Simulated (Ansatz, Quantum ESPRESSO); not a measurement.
# Mg (Im-3m): phonons by linear response, part 2 of 3

How does Mg (Im-3m) vibrate, and is this structure a minimum?

Quantum ESPRESSO 7.5; DFT LDA, scalar-relativistic, plane waves, PseudoDojo norm-conserving pseudopotentials.

So far. Step 2 (A first look): No gap opens on this mesh, so smearing is kept; the start stands at -1.3 GPa. Step 4 (Ground state): The cell stands at -0.015 GPa, close enough for phonons. The relaxed cell has a = 3.509 Å (conventional setting).

This is not the structure that Mg takes at ambient pressure and room temperature (hexagonal, No. 194); it is a model or a phase of other conditions.

## (7) Linear response on the mesh

Linear response treats each wavevector in the unit cell, with no supercell; the 4×4×4 mesh fixes the range of the force constants to be had. The change of the potential is kept for the electron-phonon matrix elements.

ph.in

```
phonons
&INPUTPH
  prefix          = 'x'
  outdir          = './tmp'
  fildyn          = 'x.dyn'
  tr2_ph          = 1.0d-18
  alpha_mix(1)    = 0.4
  nmix_ph         = 8
  ldisp           = .true.
  nq1             = 4
  nq2             = 4
  nq3             = 4
  electron_phonon = 'interpolated'
  fildvscf        = 'dvscf'
  el_ph_sigma     = 0.005
  el_ph_nsigma    = 10
/
```

Command:

```sh
$ OMP_NUM_THREADS=1 mpirun -n 4 ph.x -nk 4 -in ph.in > ph.out
```

Numbers of over 12 decimals in the logs are rounded to 6 here.

Log:

```text
[banners, grids, parts of the stress and lines that vanish by symmetry left out]
[banner, memory and clock lines left out]
Program PHONON v.7.5

     ./tmp/x.save/

     IMPORTANT: XC functional enforced from input :
     Exchange-correlation= PW
                           (   1   4   0   0   0   0   0)
     Any further DFT definition will be discarded
     Please, verify this is what you really want

     G-vector sticks info

     Reading collected, re-writing distributed wavefunctions in ./tmp/

     Dynamical matrices for ( 4, 4, 4)  uniform grid of q-points
     (   8 q-points):
       N         xq(1)         xq(2)         xq(3)
       1   0.000000000   0.000000000   0.000000000
       2   0.000000000  -0.216506351   0.216506351
[...]
Number and degeneracy of irreps per q-point
       N         xq(1)         xq(2)         xq(3)   N irreps
       1   0.000000000   0.000000000   0.000000000       1
        3
       2   0.000000000  -0.216506351   0.216506351       3
     No degeneracy
[...]
No degeneracy
[...]
No degeneracy
[...]
1   2
[...]
No degeneracy
       7   0.433012702  -0.433012702   0.433012702       1
        3
       8   0.000000000   0.000000000  -0.866025404       1
        3

     Saving dvscf to file. Distribute only q points, not irreducible representations.

     Calculation of q =    0.0000000   0.0000000   0.0000000

     phonons

     bravais-lattice index     =            0
     lattice parameter (alat)  =       5.7435  a.u.
     unit-cell volume          =     145.8476 (a.u.)^3
     number of atoms/cell      =            1
     number of atomic types    =            1
     kinetic-energy cut-off    =      84.0000  Ry
     charge density cut-off    =     336.0000  Ry
     convergence threshold     =      1.0E-18
     beta                      =       0.4000
     number of iterations used =            8
     Exchange-correlation= PW
                           (   1   4   0   0   0   0   0)

     celldm(1)=    5.74346  celldm(2)=    0.00000  celldm(3)=    0.00000
     celldm(4)=    0.00000  celldm(5)=    0.00000  celldm(6)=    0.00000

     crystal axes: (cart. coord. in units of alat)
               a(1) = (  0.5774  0.5774  0.5774 )
               a(2) = ( -0.5774  0.5774  0.5774 )
               a(3) = ( -0.5774 -0.5774  0.5774 )

     reciprocal axes: (cart. coord. in units 2 pi/alat)
               b(1) = (  0.8660  0.0000  0.8660 )
               b(2) = ( -0.8660  0.8660  0.0000 )
               b(3) = (  0.0000 -0.8660  0.8660 )

     Atoms inside the unit cell:

     Cartesian axes

     site n.  atom      mass           positions (alat units)
        1  Mg     24.3050   tau(    1) = (    0.00000    0.00000    0.00000  )

     Computing dynamical matrix for
                    q = (   0.0000000   0.0000000   0.0000000 )

     49 Sym.Ops. (with q -> -q+G )

     G cutoff =  280.7547  (  15299 G-vectors)     FFT grid: ( 36, 36, 36)

     number of k points=    72  Methfessel-Paxton smearing, width (Ry)=  0.0200

     PseudoPot. # 1 for Mg read from file:
     ./pseudo/Mg.upf
     Pseudo is Norm-conserving, Zval = 10.0

     Mode symmetry, O_h (m-3m)  point group:

     Atomic displacements:
     There are    1 irreducible representations

     Representation     1      3 modes -  To be done

     Alpha used in Ewald sum =   2.8000

     Representation #   1 modes #   1   2   3

     Self-consistent Calculation
      thresh= 1.000E-02 alpha_mix =  0.400 |ddv_scf|^2 =  3.887E-06
      thresh= 1.972E-04 alpha_mix =  0.400 |ddv_scf|^2 =  7.969E-07
[...]
End of self-consistent calculation

     Convergence has been achieved

     Number of q in the star =    1
     List of q in the star:
[...]
Diagonalizing the dynamical matrix

     q = (    0.000000000   0.000000000   0.000000000 )

 **************************************************************************
     freq (    1) =       0.173463 [THz] =       5.786111 [cm-1]
     freq (    2) =       0.173463 [THz] =       5.786111 [cm-1]
     freq (    3) =       0.173463 [THz] =       5.786111 [cm-1]
 **************************************************************************

     Mode symmetry, O_h (m-3m)  point group:

     freq (   1-   3) =          5.8  [cm-1]   --> T_1u G_15  G_4- I
     Electron-phonon interaction  ...

     [... narrower broadenings left out ...]
     Gaussian Broadening:   0.020 Ry, ngauss=   0
     DOS =  2.763660 states/spin/Ry/Unit Cell at Ef=  5.956065 eV
     lambda(    1)=  0.0000   gamma=    0.16 GHz
     lambda(    2)=  0.0000   gamma=    0.15 GHz
     lambda(    3)=  0.0000   gamma=    0.15 GHz
     [... wider broadenings left out ...]

     Number of q in the star =    1
     List of q in the star:
[...]
Calculation of q =    0.0000000  -0.2165064   0.2165064
     [... set-up and bands at k+q left out ...]

     Mode symmetry, C_2v (mm2)  point group:

     Atomic displacements:
     There are    3 irreducible representations

     Representation     1      1 modes -  To be done

[...]
Message from routine init_vloc:
     Interpolation table for Vloc re-allocated

     Alpha used in Ewald sum =   2.8000

     Representation #   1 mode #   1

     Self-consistent Calculation

[...]
[... iterations left out ...]
[...]
End of self-consistent calculation

     Convergence has been achieved

     Representation #   2 mode #   2

[...]
[... iterations left out ...]
[...]
Convergence has been achieved

[...]
Convergence has been achieved

[...]
Diagonalizing the dynamical matrix

     q = (    0.000000000  -0.216506351   0.216506351 )

[...]
freq (    1) =      -0.354832 [THz] =     -11.835925 [cm-1]
     freq (    2) =       4.015032 [THz] =     133.927063 [cm-1]
     freq (    3) =       5.457343 [THz] =     182.037355 [cm-1]
[...]
Mode symmetry, C_2v (mm2)  point group:

     freq (   1-   1) =        -11.8  [cm-1]   --> B_1  D_3  S_3
     freq (   2-   2) =        133.9  [cm-1]   --> B_2  D_4  S_4
     freq (   3-   3) =        182.0  [cm-1]   --> A_1  D_1  S_1
     Electron-phonon interaction  ...

     [... narrower broadenings left out ...]
     Gaussian Broadening:   0.020 Ry, ngauss=   0
     DOS =  2.763660 states/spin/Ry/Unit Cell at Ef=  5.956065 eV
     lambda(    1)=  0.0000   gamma=    1.18 GHz
     lambda(    2)=  0.0011   gamma=    0.05 GHz
     lambda(    3)=  0.1424   gamma=   11.19 GHz
     [... wider broadenings left out ...]

[...]
[... set-up and bands at k+q left out ...]

     Mode symmetry, D_2h (mmm)  point group:

[...]
Convergence has been achieved

[...]
Convergence has been achieved

[...]
Convergence has been achieved

[...]
q = (    0.000000000   0.433012702  -0.433012702 )

[...]
freq (    1) =      -0.996854 [THz] =     -33.251483 [cm-1]
     freq (    2) =       5.631133 [THz] =     187.834367 [cm-1]
     freq (    3) =       7.552397 [THz] =     251.920837 [cm-1]
[...]
Mode symmetry, D_2h (mmm)  point group:

     freq (   1-   1) =        -33.3  [cm-1]   --> B_2u
     freq (   2-   2) =        187.8  [cm-1]   --> B_1u
     freq (   3-   3) =        251.9  [cm-1]   --> B_3u
[...]
lambda(    1)= -0.1965   gamma=    0.52 GHz
     lambda(    2)=  0.0023   gamma=    0.20 GHz
     lambda(    3)=  0.1317   gamma=   19.82 GHz
[...]
Mode symmetry, C_s (m)     point group:

[...]
Convergence has been achieved

[...]
Convergence has been achieved

[...]
Convergence has been achieved

[...]
q = (   -0.216506351   0.649519053  -0.433012702 )

[...]
freq (    1) =       2.920758 [THz] =      97.426015 [cm-1]
     freq (    2) =       5.299595 [THz] =     176.775467 [cm-1]
     freq (    3) =       7.182265 [THz] =     239.574579 [cm-1]
[...]
Mode symmetry, C_s (m)     point group:

     freq (   1-   1) =         97.4  [cm-1]   --> A'
     freq (   2-   2) =        176.8  [cm-1]   --> A''
     freq (   3-   3) =        239.6  [cm-1]   --> A'
[...]
lambda(    1)=  0.0856   gamma=    1.93 GHz
     lambda(    2)=  0.0917   gamma=    6.80 GHz
     lambda(    3)=  0.1214   gamma=   16.53 GHz
[...]
Mode symmetry, C_4v (4mm)  point group:

[...]
Convergence has been achieved

     Representation #   2 modes #   2   3

[...]
Convergence has been achieved

[...]
q = (    0.000000000   0.000000000   0.433012702 )

[...]
freq (    1) =       5.220882 [THz] =     174.149878 [cm-1]
     freq (    2) =       5.220882 [THz] =     174.149878 [cm-1]
     freq (    3) =       5.423400 [THz] =     180.905138 [cm-1]
[...]
Mode symmetry, C_4v (4mm)  point group:

     freq (   1-   2) =        174.1  [cm-1]   --> E    G_5 D_5
     freq (   3-   3) =        180.9  [cm-1]   --> A_1  G_1 D_1
[...]
lambda(    1)=  0.0470   gamma=    3.38 GHz
     lambda(    2)=  0.0446   gamma=    3.21 GHz
     lambda(    3)=  0.2474   gamma=   19.20 GHz
[...]
Mode symmetry, C_2v (mm2)  point group:

[...]
Convergence has been achieved

     Representation #   2 mode #   2

[...]
Convergence has been achieved

     Representation #   3 mode #   3

[...]
Convergence has been achieved

[...]
q = (    0.000000000   0.649519053  -0.216506351 )

[...]
freq (    1) =       5.218664 [THz] =     174.075901 [cm-1]
     freq (    2) =       6.414368 [THz] =     213.960275 [cm-1]
     freq (    3) =       7.384382 [THz] =     246.316480 [cm-1]
[...]
Mode symmetry, C_2v (mm2)  point group:

     freq (   1-   1) =        174.1  [cm-1]   --> A_1  D_1  S_1
     freq (   2-   2) =        214.0  [cm-1]   --> B_1  D_3  S_3
     freq (   3-   3) =        246.3  [cm-1]   --> B_2  D_4  S_4
[...]
lambda(    1)=  0.0420   gamma=    3.02 GHz
     lambda(    2)=  0.0404   gamma=    4.38 GHz
     lambda(    3)=  0.1311   gamma=   18.87 GHz
[...]
Calculation of q =    0.4330127  -0.4330127   0.4330127
     [... set-up and bands at k+q left out ...]

     Mode symmetry, T_d (-43m)  point group:

     Atomic displacements:
     There are    1 irreducible representations

     Representation     1      3 modes -  To be done

     Alpha used in Ewald sum =   2.8000

     Representation #   1 modes #   1   2   3

     Self-consistent Calculation

[...]
[... iterations left out ...]
[...]
End of self-consistent calculation

     Convergence has been achieved

[...]
Diagonalizing the dynamical matrix

     q = (    0.433012702  -0.433012702   0.433012702 )

[...]
freq (    1) =       5.355934 [THz] =     178.654722 [cm-1]
     freq (    2) =       5.355934 [THz] =     178.654722 [cm-1]
     freq (    3) =       5.355934 [THz] =     178.654722 [cm-1]
[...]
Mode symmetry, T_d (-43m)  point group:

     freq (   1-   3) =        178.7  [cm-1]   --> T_2  G_15 P_4
     Electron-phonon interaction  ...

     [... narrower broadenings left out ...]
     Gaussian Broadening:   0.020 Ry, ngauss=   0
     DOS =  2.763660 states/spin/Ry/Unit Cell at Ef=  5.956065 eV
     lambda(    1)=  0.0913   gamma=    6.91 GHz
     lambda(    2)=  0.0913   gamma=    6.91 GHz
     lambda(    3)=  0.0919   gamma=    6.96 GHz
     [... wider broadenings left out ...]

[...]
Calculation of q =    0.0000000   0.0000000  -0.8660254
     [... set-up and bands at k+q left out ...]

     Mode symmetry, O_h (m-3m)  point group:

     Atomic displacements:
     There are    1 irreducible representations

     Representation     1      3 modes -  To be done

     Alpha used in Ewald sum =   2.8000

     Representation #   1 modes #   1   2   3

     Self-consistent Calculation

      thresh= 1.000E-02 alpha_mix =  0.400 |ddv_scf|^2 =  9.389E-06

      [... iterations left out ...]
      thresh= 1.112E-10 alpha_mix =  0.400 |ddv_scf|^2 =  6.121E-21

     End of self-consistent calculation

     Convergence has been achieved

     Number of q in the star =    1
     List of q in the star:
          1   0.000000000   0.000000000  -0.866025404

     Diagonalizing the dynamical matrix

     q = (    0.000000000   0.000000000  -0.866025404 )

 **************************************************************************
     freq (    1) =       7.142804 [THz] =     238.258309 [cm-1]
     freq (    2) =       7.142804 [THz] =     238.258309 [cm-1]
     freq (    3) =       7.142804 [THz] =     238.258309 [cm-1]
 **************************************************************************

     Mode symmetry, O_h (m-3m)  point group:

     freq (   1-   3) =        238.3  [cm-1]   --> T_1u G_15  G_4-
     Electron-phonon interaction  ...

     [... narrower broadenings left out ...]
     Gaussian Broadening:   0.020 Ry, ngauss=   0
     DOS =  2.763660 states/spin/Ry/Unit Cell at Ef=  5.956065 eV
     lambda(    1)=  0.0360   gamma=    4.85 GHz
     lambda(    2)=  0.0374   gamma=    5.03 GHz
     lambda(    3)=  0.0355   gamma=    4.79 GHz
     [... wider broadenings left out ...]

     Number of q in the star =    1
     List of q in the star:
          1   0.000000000   0.000000000  -0.866025404


[key lines of the parts left out:]
the Fermi energy is     5.9129 ev
```

Run time: 20 min. Hardware: 4 MPI ranks of Arm Neoverse V2, shared host; 80 min of CPU time.

Read from the output:

| Item | Value |
| --- | --- |
| largest acoustic frequency at the zone centre before the sum rule | 5.79 cm⁻¹ |
| lowest mode on the q mesh (acoustic ones at the zone centre apart) | -33.25 cm⁻¹ |

Frequencies (cm⁻¹) at each irreducible wavevector; negative means imaginary. Frequencies by wavevector:

```csv
q (fractions),star,mode 1,mode 2,mode 3
0 0 0,1,5.79,5.79,5.79
0 0 0.25,12,-11.84,133.9,182
0 0 -0.5,6,-33.25,187.8,251.9
0 0.25 -0.5,24,97.43,176.8,239.6
0.25 0.25 0.25,6,174.2,174.2,180.9
0.25 0.25 -0.5,12,174.1,214,246.3
0.25 -0.25 0.25,2,178.7,178.7,178.7
-0.5 -0.5 -0.5,1,238.3,238.3,238.3
```

Couplings of single modes at a Gaussian broadening of 0.02 Ry, as ph.x prints them; it sets λ to zero for modes under 20 cm⁻¹. Mode couplings:

```csv
q (fractions),mode,frequency (cm⁻¹),λ,linewidth γ (GHz)
0 0 0.25,2,133.9,0.0011,0.05
0 0 0.25,3,182,0.1424,11.19
0 0 -0.5,2,187.8,0.0023,0.2
0 0 -0.5,3,251.9,0.1317,19.82
0 0.25 -0.5,1,97.43,0.0856,1.93
0 0.25 -0.5,2,176.8,0.0917,6.8
0 0.25 -0.5,3,239.6,0.1214,16.53
0.25 0.25 0.25,1,174.2,0.047,3.38
0.25 0.25 0.25,2,174.2,0.0446,3.21
0.25 0.25 0.25,3,180.9,0.2474,19.2
0.25 0.25 -0.5,1,174.1,0.042,3.02
0.25 0.25 -0.5,2,214,0.0404,4.38
0.25 0.25 -0.5,3,246.3,0.1311,18.87
0.25 -0.25 0.25,1,178.7,0.0913,6.91
0.25 -0.25 0.25,2,178.7,0.0913,6.91
0.25 -0.25 0.25,3,178.7,0.0919,6.96
-0.5 -0.5 -0.5,1,238.3,0.036,4.85
-0.5 -0.5 -0.5,2,238.3,0.0374,5.03
-0.5 -0.5 -0.5,3,238.3,0.0355,4.79
```

The acoustic modes at Γ come out as far as 5.8 cm⁻¹ from zero, where they should vanish, a small numerical error.

## (8) Force constants in real space

The dynamical matrices of the mesh are Fourier-transformed to force constants in real space.

q2r.in

```
&INPUT
  fildyn = 'x.dyn'
  zasr   = 'crystal'
  flfrc  = 'x.fc'
  la2F   = .true.
/
```

Command:

```sh
$ q2r.x < q2r.in > q2r.out
```

Log:

```text
[banners, grids, parts of the stress and lines that vanish by symmetry left out]
[banner, memory and clock lines left out]
Program Q2R v.7.5

  reading grid info from file x.dyn0

  reading force constants from file x.dyn1
  Dielectric Tensor not found
  nqs=            1
 q=   0.00000000  0.00000000  0.00000000
  reading force constants from file x.dyn2
  nqs=           12
 q=   0.00000000 -0.21650635  0.21650635
[...]
reading force constants from file x.dyn7
  nqs=            2
[...]
q=   0.43301270 -0.43301270 -0.43301270
  reading force constants from file x.dyn8
  nqs=            1
 q=   0.00000000  0.00000000 -0.86602540

      q-space grid ok, #points =   64

      fft-check success (sum of imaginary terms < 10^-12)

   Preparing gamma for a2F

 Broadening =      0.005
      q-space grid ok, #points =   64

      fft-check success (sum of imaginary terms < 10^-12)

 Broadening =      0.010
[...]
Broadening =      0.045
      q-space grid ok, #points =   64

      fft-check success (sum of imaginary terms < 10^-12)

 Broadening =      0.050
      q-space grid ok, #points =   64

      fft-check success (sum of imaginary terms < 10^-12)
```

Run time: 0.48 s. Hardware: 1 thread.

## (9) Dispersion

From the force constants any wavevector is cheap; points of the mesh come back as solved, but for the sum rule and, in polar crystals, the LO-TO term at Γ; the rest is interpolation.

matdyn.in

```
&INPUT
  asr              = 'crystal'
  flfrc            = 'x.fc'
  flfrq            = 'x.freq'
  flvec            = 'x.modes'
  q_in_band_form   = .true.
  q_in_cryst_coord = .true.
/
8
  0.0000000   0.0000000   0.0000000  12  ! GAMMA
  0.5000000   0.5000000  -0.5000000  12  ! H
  0.5000000  -0.0000000  -0.5000000  12  ! N
  0.0000000   0.0000000   0.0000000  12  ! GAMMA
  0.7500000   0.2500000  -0.2500000  12  ! P
  0.5000000   0.5000000  -0.5000000   1  ! H
  0.7500000   0.2500000  -0.2500000  12  ! P
  0.5000000  -0.0000000  -0.5000000   1  ! N
```

Command:

```sh
$ matdyn.x -in matdyn.in > matdyn.out
```

Log:

```text
[banner, memory and clock lines left out]
Program MATDYN v.7.5

 mass for atomic type   1 not given; uses mass from file x.fc
 Norm of the difference between old and new effective charges:    0.000000

 Norm of the difference between old and new force-constants:   1.33346e-05

     Message from routine matdyn:
     Z* not found in file x.fc, TO-LO splitting at q=0 will be absent!
     Message from routine matdyn:
     Z* not found in file x.fc, TO-LO splitting at q=0 will be absent!

Note: The following floating-point exceptions are signalling: IEEE_UNDERFLOW_FLAG
```

The job ended after 0.47 s (1 thread).

This step gave:

| Item | Value |
| --- | --- |
| lowest frequency on the path | -33.25 cm⁻¹ |

Matdyn.x, sum rule crystal. Phonon branches along the path, in cm⁻¹:

```csv
point,branch 1,branch 2,branch 3
Γ,0,0,0
halfway,174,174,181
H,238,238,238
halfway,174,214,246
N,-33,188,252
halfway,-12,134,182
Γ,0,0,0
halfway,95,95,220
P,179,179,179
halfway,146,230,230
H,238,238,238
jump to P,179,179,179
halfway,88,185,236
N,-33,188,252
```

The phonon branches as a text plot (rows in cm⁻¹):

```
    246 |              ********                               ***
    234 |          *****       *            **       ******  *
    222 |         *    **       *          *  *     *    *
    210 |        *       *                         *    *   *
    198 |       *       * **              *    *  *
    187 |      *            ***  *               *     *   ******
    175 |      *         *     *                *     *    *
    163 |     *                 * *      *     *           *
    151 |     *                               *  *   *
    139 |                        *           *              *
    127 |    *            *        *    *         * *
    115 |                         *                *
    103 |   *                               *                *
     91 |                  *       *   *   *
     80 |                                 *
     68 |  *                        *    *                    *
     56 |                   *           *
     44 |                           *
     32 | *                          * *                       *
     20 |                            *
      8 |                          ***
     -4 |*                        *   *
    -15 |                        *
    -27 |                    ****                               *
         Γ           H       N        Γ         P        H|P    N
```

Lowest modes at the softest wavevector of the mesh; phase exp(i q.(R + tau)). Modes at q = (0.000, 0.000, 0.500) (negative means imaginary):

```csv
mode,frequency (cm⁻¹)
1,-33.3
2,187.8
3,251.9
```

Displacements in mode 1 (-33.3 cm⁻¹), the largest set to 1, in the home cell:
```
Mg1 0.00 1.00 1.00
```

Displacements in mode 2 (187.8 cm⁻¹), the largest set to 1, in the home cell:
```
Mg1 1.00 0.00 0.00
```

Force constants by pair (phonopy on the run's constants); pairs near half the supercell's span include their periodic images. Pair force constants, by row:

```csv
atom,neighbour,distance (Å),third of the trace (eV/Å²),along the pair's line (eV/Å²)
Mg1,itself,0,2.847,–
Mg1,Mg,3.039,-0.319,-1.055
Mg1,Mg,3.509,-0.0298,-0.0104
Mg1,Mg,4.963,-0.0094,-0.0493
Mg1,Mg,5.82,6.00e-4,0.0069
Mg1,Mg,6.079,0.002,0.0251
Mg1,Mg,7.019,-0.013,-0.0133
```

Mode patterns, pair constants, displacements and means over the zone were worked out by phonopy from the force constants of q2r.x.

The path dips to 33i cm⁻¹.

(Continued in part 3 of 3.)

[Host names and launcher messages were left out of these logs when they were recorded.]

[Logs are printed without paths, hosts, clocks, repeated set-up lines and the standing remarks that a program may print on its own settings, such as how far it seeks lower states.]

[Hosts, paths, dates, database ids (printed as entryN), source tags and the programs' standing remarks are cut or masked in the printed files.]
